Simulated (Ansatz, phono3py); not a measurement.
# Scattering channels in CdS (Greenockite, P6_3mc), one at a time, part 4 of 5

Aim: with force constants in hand, see how mesh, solver, isotopes and boundaries change the conductivity of CdS (Greenockite).

Measurements to reproduce:
- thermal conductivity 16 W/m/K near room temperature (given in “Combining the AFLOW GIBBS and Elastic Libraries to efficiently and robustly screen thermo-mechanical properties of solids”, 2017, arXiv:1611.05714)

Ansatz 0.2.0 and phono3py 4.10.0; DFT r2SCAN, scalar-relativistic, plane waves, PAW; PAW set soft_1 (the session's first sound run).

So far, κ at 300 K (W/m/K): step 3 (relaxation-time solution) 14.5; step 11 (q-mesh of the transport sums 25×25×13) 14.1; step 13 (boundary mean free path 0.03 micrometre) 4.41; step 14 (boundary mean free path 0.3 micrometre) 10.3; step 15 (solver LBTE) 16.2.

The database entry behind the starting cell differs from later determinations by our own check (about 0.35 % long), so it need not match the best structure at ambient conditions.

### Step 16. Adding coherences, third order supercell 3×3×2, supercell 3×3×2

Level of this step: DFT r2SCAN, scalar-relativistic, plane waves, PAW; PAW set soft_1; phono3py on Ansatz's force constants (phono3py).

Close branches can carry heat by tunnelling between them, which the particle picture leaves out.

phono3py.yaml

```yaml
phono3py:
  version: "4.10.0"
  frequency_unit_conversion_factor: 15.633302
  symmetry_tolerance: 1.00000e-05

physical_unit:
  atomic_mass: "AMU"
  length: "angstrom"

space_group:
  type: "P6_3mc"
  number: 186
  Hall_symbol: "P 6c -2c"

primitive_matrix:
- [  1.000000000000000,  0.000000000000000,  0.000000000000000 ]
- [  0.000000000000000,  1.000000000000000,  0.000000000000000 ]
- [  0.000000000000000,  0.000000000000000,  1.000000000000000 ]

supercell_matrix:
- [   3,   0,   0 ]
- [   0,   3,   0 ]
- [   0,   0,   2 ]

# [primitive_cell block left out]
unit_cell:
  lattice:
  - [     4.164633929602186,     0.000000000000000,     0.000000000000000 ] # a
  - [    -2.082316964801093,     3.606678780498107,     0.000000000000000 ] # b
  - [     0.000000000000000,     0.000000000000000,     6.767836004700000 ] # c
  points:
  - symbol: Cd # 1
    coordinates: [  0.333333333333333,  0.666666666666667, -0.000955861900000 ]
    mass: 112.414000
    reduced_to: 1
  - symbol: Cd # 2
    coordinates: [  0.666666666666667,  0.333333333333333,  0.499044138100000 ]
    mass: 112.414000
    reduced_to: 2
  - symbol: S # 3
    coordinates: [  0.333333333333333,  0.666666666666667,  0.375955861900000 ]
    mass: 32.060000
    reduced_to: 3
  - symbol: S # 4
    coordinates: [  0.666666666666667,  0.333333333333333,  0.875955861900000 ]
    mass: 32.060000
    reduced_to: 4

# [supercell block left out]
phonon_supercell_matrix:
- [   3,   0,   0 ]
- [   0,   3,   0 ]
- [   0,   0,   2 ]

# [phonon_primitive_cell block left out]
# [phonon_supercell block left out]
nac:
  born_effective_charge:
  - # 1 (Cd)
    - [  2.149721815841585,  0.000000000000000,  0.000000000000000 ]
    - [  0.000000000000000,  2.149721815841584,  0.000000000000000 ]
    - [  0.000000000000000,  0.000000000000000,  2.225165993426336 ]
  - # 2 (Cd)
    - [  2.149721815841585,  0.000000000000000,  0.000000000000000 ]
    - [  0.000000000000000,  2.149721815841584,  0.000000000000000 ]
    - [  0.000000000000000,  0.000000000000000,  2.225165993426336 ]
  - # 3 (S)
    - [ -2.149721815841585,  0.000000000000000,  0.000000000000000 ]
    - [  0.000000000000000, -2.149721815841585,  0.000000000000000 ]
    - [  0.000000000000000,  0.000000000000000, -2.225165993426336 ]
  - # 4 (S)
    - [ -2.149721815841585,  0.000000000000000,  0.000000000000000 ]
    - [  0.000000000000000, -2.149721815841584,  0.000000000000000 ]
    - [  0.000000000000000,  0.000000000000000, -2.225165993426336 ]
  dielectric_constant:
    - [  5.383457480482410,  0.000000000000000,  0.000000000000000 ]
    - [  0.000000000000000,  5.383457480482409,  0.000000000000000 ]
    - [  0.000000000000000,  0.000000000000000,  5.453426528803349 ]
  unit_conversion_factor: 14.399645
```

Run with:

```bash
$ phono3py phono3py.yaml --mesh 13 13 7 --br --isotope --tt smm19 --ts 100 150 200 300 400 500 600 800
```

What it wrote:

```text
[banner, memory and clock lines left out]
Rust backend (phonors) using rayon (8 threads).
Running in phono3py.load mode.
Spglib version 2.8.0
----------------------------- General settings -----------------------------
Run mode: conductivity-RTA
HDF5 data compression filter: gzip
Crystal structure was read from "phono3py.yaml".
Supercell (dim): [3 3 2]
Phonon supercell (dim-fc2): [3 3 2]
Primitive matrix:
  [1. 0. 0.]
  [0. 1. 0.]
  [0. 0. 1.]
Spacegroup: P6_3mc (186)
Use -v option to watch primitive cell, unit cell, and supercell structures.
NAC parameters were read from "phono3py.yaml".
fc3 was read from "fc3.hdf5".
fc2 was read from "fc2.hdf5".
----------------------------- Force constants ------------------------------
Max drift of fc3: -0.00000300 (xxy) -0.00000300 (xxy) -0.00000300 (xyx)
Max drift of fc2: -0.00000900 (yy) -0.00000900 (yy)
--------------------------- Calculation settings ---------------------------
Non-analytical term correction (NAC): True
NAC unit conversion factor:  14.39964
BZ integration: Tetrahedron-method
Temperature:  100.0  150.0  200.0  300.0  400.0 ... 800.0
Cutoff frequency: 0.01
Mesh sampling: [ 13 13 7 ]
Generating grid system ... [ 13 13 7 ]
fc3-r2q-transformation over three atoms: True
Optional transport type: SMM19
--------------------------- Phonon calculations ----------------------------
  PRB 50, 13035(R) (1994), PRB 55, 10355 (1997)
  G-cutoff distance: 0.89, Number of G-points: 313, Lambda: 0.22
Running harmonic phonon calculations...
-------------------- Lattice thermal conductivity (RTA) --------------------
Running heat capacity calculations...
Running velocity calculations...
Running isotope scattering calculations with tetrahedron method...
======================= Grid point 0 (1/84) =======================
q-point: ( 0.00  0.00  0.00)
Boundary mean free path (millimeter): 1000.000
Mass variance parameters: 2.72e-04 2.72e-04 1.65e-04 1.65e-04
Number of triplets: 84
Frequency     group velocity (x, y, z)     |gv|
  -0.005   (   0.000    0.000    0.000)    0.000
  -0.002   (   0.000    0.000    0.000)    0.000
   0.003   (   0.000   -0.000    0.000)    0.000
   1.267   (   0.000    0.000    0.000)    0.000
   1.267   (   0.000   -0.000    0.000)    0.000
   4.001   (   0.000    0.000    0.000)    0.000
   6.692   (   0.000   -0.000    0.000)    0.000
   6.930   (   0.000   -0.000    0.000)    0.000
   6.930   (   0.000    0.000    0.000)    0.000
   7.340   (   0.000   -0.000    0.000)    0.000
   7.340   (   0.000    0.000    0.000)    0.000
   8.851   (   0.000    0.000    0.000)    0.000
======================= Grid point 1 (2/84) =======================
q-point: ( 0.08  0.00  0.00)
Boundary mean free path (millimeter): 1000.000
Mass variance parameters: 2.72e-04 2.72e-04 1.65e-04 1.65e-04
Number of triplets: 196
Frequency     group velocity (x, y, z)     |gv|
   0.292   (  11.785    6.804    0.000)   13.608
   0.337   (  17.699   10.219    0.000)   20.437
   0.862   (  33.121   19.122    0.000)   38.245
   1.259   (  -0.362   -0.209    0.000)    0.418
[...]
[81 grid points left out]
======================= Grid point 601 (84/84) =======================
q-point: ( 0.31  0.31  0.43)
Boundary mean free path (millimeter): 1000.000
Mass variance parameters: 2.72e-04 2.72e-04 1.65e-04 1.65e-04
Number of triplets: 322
Frequency     group velocity (x, y, z)     |gv|
[...]
4.093   (   0.917    1.589    3.508)    3.959
   4.121   (  -0.248   -0.429    0.951)    1.072
   7.622   (   0.381    0.661   -0.582)    0.960
   7.652   (  -0.831   -1.439   -3.386)    3.772
   8.349   (   3.806    6.592    3.057)    8.203
   8.378   (   2.801    4.851    0.069)    5.602
   8.530   (  -2.805   -4.859    3.670)    6.704
   8.627   (  -1.169   -2.025   -5.180)    5.684
=================== End of collection of collisions ===================
----------- Thermal conductivity (W/m-k) with tetrahedron method -----------
#          T(K)        xx         yy         zz         yz         xz         xy
K_intra   100.0      46.300     46.300     48.775      0.000     -0.000      0.000
K_intra   150.0      29.531     29.531     30.585      0.000     -0.000      0.000
K_intra   200.0      21.773     21.773     22.380      0.000     -0.000      0.000
K_intra   300.0      14.438     14.438     14.741      0.000     -0.000      0.000
K_intra   400.0      10.868     10.868     11.062      0.000     -0.000      0.000
K_intra   500.0       8.734      8.734      8.875      0.000     -0.000      0.000
K_intra   600.0       7.308      7.308      7.418      0.000     -0.000      0.000
K_intra   800.0       5.516      5.516      5.592      0.000     -0.000      0.000

K_inter   100.0       0.015      0.015      0.007     -0.000     -0.000      0.000
K_inter   150.0       0.024      0.024      0.012     -0.000     -0.000      0.000
K_inter   200.0       0.032      0.032      0.017     -0.000     -0.000      0.000
K_inter   300.0       0.043      0.043      0.024     -0.000     -0.000      0.000
K_inter   400.0       0.050      0.050      0.031     -0.000     -0.000      0.000
K_inter   500.0       0.056      0.056      0.036     -0.000     -0.000      0.000
K_inter   600.0       0.061      0.061      0.041     -0.000     -0.000      0.000
K_inter   800.0       0.069      0.069      0.050     -0.000     -0.000      0.000

K_TOT     100.0      46.315     46.315     48.782      0.000     -0.000      0.000
K_TOT     150.0      29.555     29.555     30.597      0.000     -0.000      0.000
K_TOT     200.0      21.805     21.805     22.397      0.000     -0.000      0.000
K_TOT     300.0      14.481     14.481     14.765      0.000     -0.000      0.000
K_TOT     400.0      10.918     10.918     11.093      0.000     -0.000      0.000
K_TOT     500.0       8.790      8.790      8.911      0.000     -0.000      0.000
K_TOT     600.0       7.369      7.369      7.459      0.000     -0.000      0.000
K_TOT     800.0       5.585      5.585      5.642      0.000     -0.000      0.000

Thermal conductivity related properties were written into
"kappa-m13137.hdf5".
Summary of calculation was written in "phono3py.yaml".
```

The job ended after 8.9 s (8 threads of Intel Xeon at 2.70GHz, shared host; peak memory 0.09 GiB; 59 s of CPU time).

This step gave:

* κ at 300 K: 14.58 W/m/K
* κ xx, yy, zz at 300 K: 14.48, 14.48, 14.77 W/m/K

W/m/K. Kappa, by row:

| T (K) | xx | yy | zz | yz | xz | xy | intra mean | inter mean |
| --- | --- | --- | --- | --- | --- | --- | --- | --- |
| 100 | 46.32 | 46.32 | 48.78 | 0 | 0 | 0 | 47.13 | 0.0122 |
| 150 | 29.56 | 29.56 | 30.6 | 0 | 0 | 0 | 29.88 | 0.02029 |
| 200 | 21.8 | 21.8 | 22.4 | 0 | 0 | 0 | 21.98 | 0.02682 |
| 300 | 14.48 | 14.48 | 14.77 | 0 | 0 | 0 | 14.54 | 0.03649 |
| 400 | 10.92 | 10.92 | 11.09 | 0 | 0 | 0 | 10.93 | 0.04364 |
| 500 | 8.79 | 8.79 | 8.911 | 0 | 0 | 0 | 8.781 | 0.04942 |
| 600 | 7.369 | 7.369 | 7.459 | 0 | 0 | 0 | 7.345 | 0.05441 |
| 800 | 5.585 | 5.585 | 5.642 | 0 | 0 | 0 | 5.541 | 0.063 |

κ at 300 K goes from 14.5 in the base run to 14.6 W/(m K).

### Step 17. Gaussian smearing, third order supercell 3×3×2, supercell 3×3×2

A Gaussian replaces the tetrahedron method for energy conservation; its width must match the mesh.

phono3py.yaml is that of step 16.

Run with:

```bash
$ phono3py phono3py.yaml --mesh 13 13 7 --br --isotope --sigma 0.03 --ts 100 300 600
```

What it wrote:

```text
[banner, memory and clock lines left out]
Rust backend (phonors) using rayon (8 threads).
Running in phono3py.load mode.
Spglib version 2.8.0
----------------------------- General settings -----------------------------
Run mode: conductivity-RTA
HDF5 data compression filter: gzip
Crystal structure was read from "phono3py.yaml".
Supercell (dim): [3 3 2]
Phonon supercell (dim-fc2): [3 3 2]
Primitive matrix:
  [1. 0. 0.]
  [0. 1. 0.]
  [0. 0. 1.]
Spacegroup: P6_3mc (186)
Use -v option to watch primitive cell, unit cell, and supercell structures.
NAC parameters were read from "phono3py.yaml".
fc3 was read from "fc3.hdf5".
fc2 was read from "fc2.hdf5".
----------------------------- Force constants ------------------------------
Max drift of fc3: -0.00000300 (xxy) -0.00000300 (xxy) -0.00000300 (xyx)
Max drift of fc2: -0.00000900 (yy) -0.00000900 (yy)
--------------------------- Calculation settings ---------------------------
Non-analytical term correction (NAC): True
NAC unit conversion factor:  14.39964
BZ integration: Smearing=0.03
Temperature:  100.0  300.0  600.0
Cutoff frequency: 0.01
Mesh sampling: [ 13 13 7 ]
Generating grid system ... [ 13 13 7 ]
fc3-r2q-transformation over three atoms: True
--------------------------- Phonon calculations ----------------------------
  PRB 50, 13035(R) (1994), PRB 55, 10355 (1997)
  G-cutoff distance: 0.89, Number of G-points: 313, Lambda: 0.22
Running harmonic phonon calculations...
-------------------- Lattice thermal conductivity (RTA) --------------------
Running heat capacity calculations...
Running velocity calculations...
Running isotope scattering calculations sigma=0.03...
======================= Grid point 0 (1/84) =======================
q-point: ( 0.00  0.00  0.00)
Boundary mean free path (millimeter): 1000.000
Mass variance parameters: 2.72e-04 2.72e-04 1.65e-04 1.65e-04
Number of triplets: 84
Frequency     group velocity (x, y, z)     |gv|
  -0.005   (   0.000    0.000    0.000)    0.000
  -0.002   (   0.000    0.000    0.000)    0.000
   0.003   (   0.000    0.000   -0.000)    0.000
   1.267   (   0.000   -0.000   -0.000)    0.000
   1.267   (   0.000    0.000    0.000)    0.000
   4.001   (   0.000    0.000   -0.000)    0.000
   6.692   (   0.000    0.000    0.000)    0.000
   6.930   (   0.000   -0.000   -0.000)    0.000
   6.930   (   0.000    0.000    0.000)    0.000
   7.340   (   0.000   -0.000   -0.000)    0.000
   7.340   (  -0.000   -0.000    0.000)    0.000
   8.851   (   0.000    0.000    0.000)    0.000
======================= Grid point 1 (2/84) =======================
q-point: ( 0.08  0.00  0.00)
Boundary mean free path (millimeter): 1000.000
Mass variance parameters: 2.72e-04 2.72e-04 1.65e-04 1.65e-04
Number of triplets: 196
Frequency     group velocity (x, y, z)     |gv|
   0.292   (  11.785    6.804    0.000)   13.608
   0.337   (  17.699   10.219    0.000)   20.437
   0.862   (  33.121   19.122    0.000)   38.245
   1.259   (  -0.362   -0.209    0.000)    0.418
[...]
[81 grid points left out]
======================= Grid point 601 (84/84) =======================
q-point: ( 0.31  0.31  0.43)
Boundary mean free path (millimeter): 1000.000
Mass variance parameters: 2.72e-04 2.72e-04 1.65e-04 1.65e-04
Number of triplets: 322
Frequency     group velocity (x, y, z)     |gv|
[...]
4.093   (   0.917    1.589    3.508)    3.959
   4.121   (  -0.248   -0.429    0.951)    1.072
   7.622   (   0.381    0.661   -0.582)    0.960
   7.652   (  -0.831   -1.439   -3.386)    3.772
   8.349   (   3.806    6.592    3.057)    8.203
   8.378   (   2.801    4.851    0.069)    5.602
   8.530   (  -2.805   -4.859    3.670)    6.704
   8.627   (  -1.169   -2.025   -5.180)    5.684
=================== End of collection of collisions ===================
----------- Thermal conductivity (W/m-k) for sigma=0.03 -----------
#  T(K)        xx         yy         zz         yz         xz         xy
  100.0      43.279     43.279     50.853     -0.000      0.000      0.000
  300.0      13.760     13.760     15.183     -0.000      0.000      0.000
  600.0       6.985      6.985      7.627     -0.000      0.000      0.000

Thermal conductivity related properties and sigma 0.03
were written into "kappa-m13137-s0.03.hdf5".
Summary of calculation was written in "phono3py.yaml".
```

Elapsed: 8.2 s, on 8 threads; peak memory 0.09 GiB; 56 s of CPU time.

This step gave:

| Property | Result |
| --- | --- |
| κ at 300 K | 14.23 W/m/K |
| κ xx, yy, zz at 300 K | 13.76, 13.76, 15.18 W/m/K |

W/m/K. Kappa, by row:

| T (K) | xx | yy | zz | yz | xz | xy |
| --- | --- | --- | --- | --- | --- | --- |
| 100 | 43.28 | 43.28 | 50.85 | 0 | 0 | 0 |
| 300 | 13.76 | 13.76 | 15.18 | 0 | 0 | 0 |
| 600 | 6.985 | 6.985 | 7.627 | 0 | 0 | 0 |

With a width of 0.03 THz κ at 300 K is 14.2 W/(m K), -2.1 % from the tetrahedron value.

Between step 3 and this run (delta function Gaussian and sigma 0.03 THz) the value for the κ at 300 K moves from 14.5 W/m/K to 14.2 W/m/K (-2 %).

### Step 18. Gaussian smearing, third order supercell 3×3×2, supercell 3×3×2 (run 2)

A Gaussian replaces the tetrahedron method for energy conservation; its width must match the mesh.

phono3py.yaml is that of step 17.

Run with:

```bash
$ phono3py phono3py.yaml --mesh 13 13 7 --br --isotope --sigma 1 --ts 100 300 600
```

What it wrote:

```text
[banner, memory and clock lines left out]
Rust backend (phonors) using rayon (8 threads).
Running in phono3py.load mode.
Spglib version 2.8.0
----------------------------- General settings -----------------------------
Run mode: conductivity-RTA
HDF5 data compression filter: gzip
Crystal structure was read from "phono3py.yaml".
Supercell (dim): [3 3 2]
Phonon supercell (dim-fc2): [3 3 2]
Primitive matrix:
  [1. 0. 0.]
  [0. 1. 0.]
  [0. 0. 1.]
Spacegroup: P6_3mc (186)
Use -v option to watch primitive cell, unit cell, and supercell structures.
[...]
8.530   (  -2.805   -4.859    3.670)    6.704
   8.627   (  -1.169   -2.025   -5.180)    5.684
=================== End of collection of collisions ===================
----------- Thermal conductivity (W/m-k) for sigma=1.0 -----------
#  T(K)        xx         yy         zz         yz         xz         xy
  100.0      27.423     27.423     30.282     -0.000      0.000      0.000
  300.0       8.821      8.821      9.578     -0.000      0.000      0.000
  600.0       4.407      4.407      4.772     -0.000      0.000      0.000

Thermal conductivity related properties and sigma 1.0
were written into "kappa-m13137-s1.hdf5".
Summary of calculation was written in "phono3py.yaml".
```

It took 8.1 s on 8 threads; peak memory 0.09 GiB; 53 s of CPU time.

Numbers from this step:

- κ at 300 K: 9.074 W/m/K
- κ xx, yy, zz at 300 K: 8.821, 8.821, 9.578 W/m/K

W/m/K. Kappa, by row:

| T (K) | xx | yy | zz | yz | xz | xy |
| --- | --- | --- | --- | --- | --- | --- |
| 100 | 27.42 | 27.42 | 30.28 | 0 | 0 | 0 |
| 300 | 8.821 | 8.821 | 9.578 | 0 | 0 | 0 |
| 600 | 4.407 | 4.407 | 4.772 | 0 | 0 | 0 |

With a width of 1 THz κ at 300 K is 9.07 W/(m K), -37.6 % from the tetrahedron value; a width this large blurs energy conservation.

Between step 17 and this run (sigma 1 THz) the value for the κ at 300 K moves from 14.2 W/m/K to 9.07 W/m/K (-36 %).

### Step 19. Two-phonon phase space, third order supercell 3×3×2, supercell 3×3×2

The two-phonon density of states counts the channels open to a mode, without matrix elements.

phono3py.yaml is that of step 18.

Run with:

```bash
$ phono3py phono3py.yaml --mesh 19 19 11 --jdos --gp 0 --num-freq-points 80
```

What it wrote:

```text
[banner, memory and clock lines left out]
Rust backend (phonors) using rayon (8 threads).
Running in phono3py.load mode.
Spglib version 2.8.0
----------------------------- General settings -----------------------------
Run mode: jdos
HDF5 data compression filter: gzip
Crystal structure was read from "phono3py.yaml".
Supercell (dim): [3 3 2]
Phonon supercell (dim-fc2): [3 3 2]
Primitive matrix:
  [1. 0. 0.]
  [0. 1. 0.]
  [0. 0. 1.]
Spacegroup: P6_3mc (186)
Use -v option to watch primitive cell, unit cell, and supercell structures.
NAC parameters were read from "phono3py.yaml".
fc3 was read from "fc3.hdf5".
fc2 was read from "fc2.hdf5".
----------------------------- Force constants ------------------------------
Max drift of fc3: -0.00000300 (xxy) -0.00000300 (xxy) -0.00000300 (xyx)
Max drift of fc2: -0.00000900 (yy) -0.00000900 (yy)
--------------------------- Calculation settings ---------------------------
Non-analytical term correction (NAC): True
NAC unit conversion factor:  14.39964
BZ integration: Tetrahedron-method
Cutoff frequency: 0.01
Number of frequency sampling points: 80
Mesh sampling: [ 19 19 11 ]
Generating grid system ... [ 19 19 11 ]
  PRB 50, 13035(R) (1994), PRB 55, 10355 (1997)
  G-cutoff distance: 0.89, Number of G-points: 313, Lambda: 0.22
--------------------------------- Joint DOS ---------------------------------
Running harmonic phonon calculations...
======================= Grid point 0 (1/1) =======================
q-point: ( 0.00  0.00  0.00)
Number of triplets: 240
Frequency
  -0.005
  -0.002
   0.003
   1.267
   1.267
   4.001
   6.692
   6.930
   6.930
   7.340
   7.340
   8.851
Tetrahedron method is used.
Calculations at 80 frequency points are divided into 8 batches.
1/8: [ 1  2  3  4  5  6  7  8  9 10]
2/8: [11 12 13 14 15 16 17 18 19 20]
3/8: [21 22 23 24 25 26 27 28 29 30]
4/8: [31 32 33 34 35 36 37 38 39 40]
5/8: [41 42 43 44 45 46 47 48 49 50]
6/8: [51 52 53 54 55 56 57 58 59 60]
7/8: [61 62 63 64 65 66 67 68 69 70]
8/8: [71 72 73 74 75 76 77 78 79 80]
JDOS is written into "jdos-m191911-g0.dat".
```

Elapsed: 1 s, on 8 threads; peak memory 0.11 GiB; 1.9 s of CPU time.

Table of joint density of states at Gamma by frequency; read off at these points:

| frequency (THz) | absorption class (1/THz) | decay class (1/THz) |
| --- | --- | --- |
| 0.00 | 0 | 0 |
| 0.23 | 53.1 | 0.00613 |
| 0.90 | 19.7 | 0.148 |
| 1.81 | 12.7 | 1.11 |
| 2.03 | 15.1 | 1.94 |
| 2.48 | 10.7 | 3.93 |
| 3.38 | 6.77 | 13.2 |
| 4.06 | 14.9 | 5.23 |
| 4.29 | 8.03 | 3.95 |
| 4.51 | 24.5 | 3.42 |
| 5.19 | 7.03 | 7.11 |
| 5.87 | 26.8 | 12.1 |
| 6.09 | 40.6 | 6.25 |
| 6.77 | 20.9 | 0.719 |
| 7.67 | 3.66 | 3.39 |
| 8.58 | 0.132 | 8.37 |
| 9.25 | 0 | 22.1 |
| 10.15 | 0 | 28.0 |
| 11.06 | 0 | 6.85 |
| 11.96 | 0 | 9.96 |
| 12.64 | 0 | 10.8 |
| 13.54 | 0 | 0.0343 |
| 14.44 | 0 | 3.46 |
| 15.34 | 0 | 10.9 |
| 16.02 | 0 | 16.7 |
| 16.92 | 0 | 6.55 |
| 17.83 | 0 | 0 |

The most distinct maxima of the joint density of states at Gamma (absorption class) lie at 0.23, 4.06, 4.51 and 6.09 THz, the highest at 0.23 THz.

(Part 4 of 5 ends here.)

[Logs are printed without paths, hosts, clocks, repeated set-up lines and the standing remarks that a program may print on its own settings, such as how far it seeks lower states.]

[Hosts, paths, dates, database ids (printed as entryN), source tags and the programs' standing remarks are cut or masked in the printed files.]

[A step with changed settings may run another functional than the one named; its input shows which.]
